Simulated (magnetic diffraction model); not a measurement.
# Solving a magnetic structure from powder neutron data: SrCeHg₂Pb

Space group P4/nmm (no. 129, origin choice 1), a = 4.9420 Å, c = 11.9290 Å.

```csv
site,atom,x,y,z
2b,Pb,1/2,1/2,1/2
2c,Hg,1/2,0,0.3703
2a,Hg,1/2,1/2,0
2c,Ce,1/2,0,0.1376
2c,Sr,1/2,0,0.7422
```

The compound is invented for this exercise: a known structure type with other elements, its cell scaled to their sizes and not relaxed.

Only Ce is taken to order (form factors of Ce3+); orders and moment sizes are assumed, and not adapted to the symmetry. Radiation: neutrons of λ = 2.567 Å, 5° to 70°; isotropic B of 0.52 Å² (Pb), 0.57 Å² (Hg), 0.49 Å² (Ce) and 0.62 Å² (Sr). Simulated constant-wavelength pattern: nuclear and magnetic terms add, the magnetic one as |2.695 fm × Σ f S⊥ exp(2πi Q·r) exp(−B s²)|², summed over all Q at one angle with the factor 1/(sin²θ cos θ). For collinear order S is the moment m, which repeats by lattice and centring translations R with the sign exp(−2πi k·R). Free-ion form factors, Sears's scattering lengths of 1992, no absorption; a label names one of the reflections at its angle. The strongest nuclear line in the range is 100, and lines under 0.2 are left out.

Above the ordering temperature:

```csv
2θ (°),index,I
12.35,(0 0 1),2.7
24.85,(0 0 2),18.3
32.65,(1 0 1),8.2
37.66,(0 0 3),4.4
39.42,(1 0 2),8.6
43.10,(1 1 0),0.4
45.01,(1 1 1),11.0
48.95,(1 0 3),34.8
50.39,(1 1 2),100.0
50.98,(0 0 4),3.6
58.55,(1 1 3),0.9
62.59,(2 0 0),81.5
64.07,(2 0 1),0.5
65.09,(0 0 5),0.9
68.42,(2 0 2),12.2
68.92,(1 1 4),68.3
```

Below it (cell unchanged):

| 2θ (°) | I |
| --- | --- |
| 12.35 | 2.7 |
| 21.16 | 2.7 |
| 24.58 | 3.0 |
| 24.85 | 18.3 |
| 32.65 | 8.2 |
| 32.87 | 0.9 |
| 37.66 | 4.4 |
| 39.42 | 8.6 |
| 43.10 | 0.4 |
| 43.60 | 0.3 |
| 45.01 | 11.0 |
| 48.49 | 1.0 |
| 48.95 | 34.8 |
| 50.24 | 1.7 |
| 50.39 | 100.0 |
| 50.98 | 3.6 |
| 55.24 | 1.2 |
| 58.55 | 0.9 |
| 62.59 | 81.5 |
| 62.98 | 0.7 |
| 64.07 | 0.5 |
| 65.09 | 0.9 |
| 66.86 | 0.2 |
| 68.30 | 0.5 |
| 68.42 | 12.2 |
| 68.92 | 68.3 |

**Question.** Find the propagation vector, then choose among these models:
A. collinear moments along [001], 1.7 μB on Ce; signs + at (1/2, 0, 0.1376), + at (0, 1/2, 0.8624)
B. collinear moments along [001], 1.7 μB on Ce; signs + at (1/2, 0, 0.1376), − at (0, 1/2, 0.8624)
C. collinear moments along [100], 1.7 μB on Ce; signs + at (1/2, 0, 0.1376), − at (0, 1/2, 0.8624)
D. collinear moments along [100], 1.7 μB on Ce; signs + at (1/2, 0, 0.1376), + at (0, 1/2, 0.8624)

The new lines index as (1/2 1/2 0) at 21.16°, (1/2 1/2 1) at 24.58°, (1/2 1/2 2) at 32.87° and (3/2 -1/2 0) at 48.49°, that is as H ± k with k = (1/2 1/2 0). Half indices mean that the moments reverse under translations with k·R a half-integer, and the magnetic cell has twice the primitive volume.

Magnetic intensity, observed (below minus above) and for each model:

| 2θ (°) | index | observed | A | B | C | D |
| --- | --- | --- | --- | --- | --- | --- |
| 21.16 | (1/2 1/2 0) | 2.7 | 2.7 | 2.7 | 1.4 | 1.4 |
| 24.58 | (1/2 1/2 1) | 3.0 | 3.0 | 3.0 | 2.5 | 2.5 |
| 32.87 | (1/2 1/2 2) | 0.9 | 0.9 | 0.9 | 1.8 | 1.8 |
| 43.60 | (1/2 1/2 3) | 0.3 | 0.3 | 0.3 | 1.1 | 1.1 |
| 48.49 | (3/2 -1/2 0) | 1.0 | 1.0 | 1.0 | 0.5 | 0.5 |
| 50.24 | (3/2 1/2 1) | 1.7 | 1.7 | 1.7 | 1.0 | 1.0 |
| 55.24 | (3/2 1/2 2) | 1.2 | 1.2 | 1.2 | 0.9 | 0.9 |
| 55.80 | (1/2 1/2 4) | <0.2 | <0.2 | <0.2 | 0.7 | 0.7 |

Models A and B match alike on every line, so these data can't choose among them (such ties are often domains of one structure).

The structure used: k = (1/2 1/2 0), collinear moments along [001], 1.7 μB on Ce; signs + at (1/2, 0, 0.1376), + at (0, 1/2, 0.8624).

[Logs are printed without paths, hosts, clocks, repeated set-up lines and the standing remarks that a program may print on its own settings, such as how far it seeks lower states.]
